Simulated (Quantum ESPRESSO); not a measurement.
# Voltage at the next charge: germanene, 1 layer against an electrode

**Set-up.** Quantum ESPRESSO 7.5, PBE, GBRV ultrasoft; ESM with bc3, a metal electrode 7.01 Å above the top atoms; cell area 14.155 Å²; ions fixed. V is the potential energy of an electron at the electrode over the slab's Fermi level, divided by e, so that it equals the work function at zero charge; positive charge removes electrons.

| charge (e a cell) | V (V) |
| --- | --- |
| 0 | 4.470 |
| 0.0214 | 6.214 |
| 0.0428 | 7.860 |

**Question.** What is V at a charge of 0.0857 e, and what capacitance do the rows imply?

**Worked estimate.** The last two rows give dV/dq = (7.860 − 6.214)/(0.0428 − 0.0214) = 76.9 V/e, so C = 1602/(14.155 × 76.9) = 1.47 µF/cm², an effective gap of 8.854/1.47 = 6.02 Å. At constant C, V = 7.860 + 76.9 × 0.0429 = 11.16 V.

**The withheld run.** V = 11.121 V; the estimate misses by +0.04 V, 1.2 % of the step. Over the three intervals C goes 1.39, 1.47 and 1.49 µF/cm².

**Limits.** Vacuum fills the gap; a dielectric or electrolyte would change C. The slab is thin.
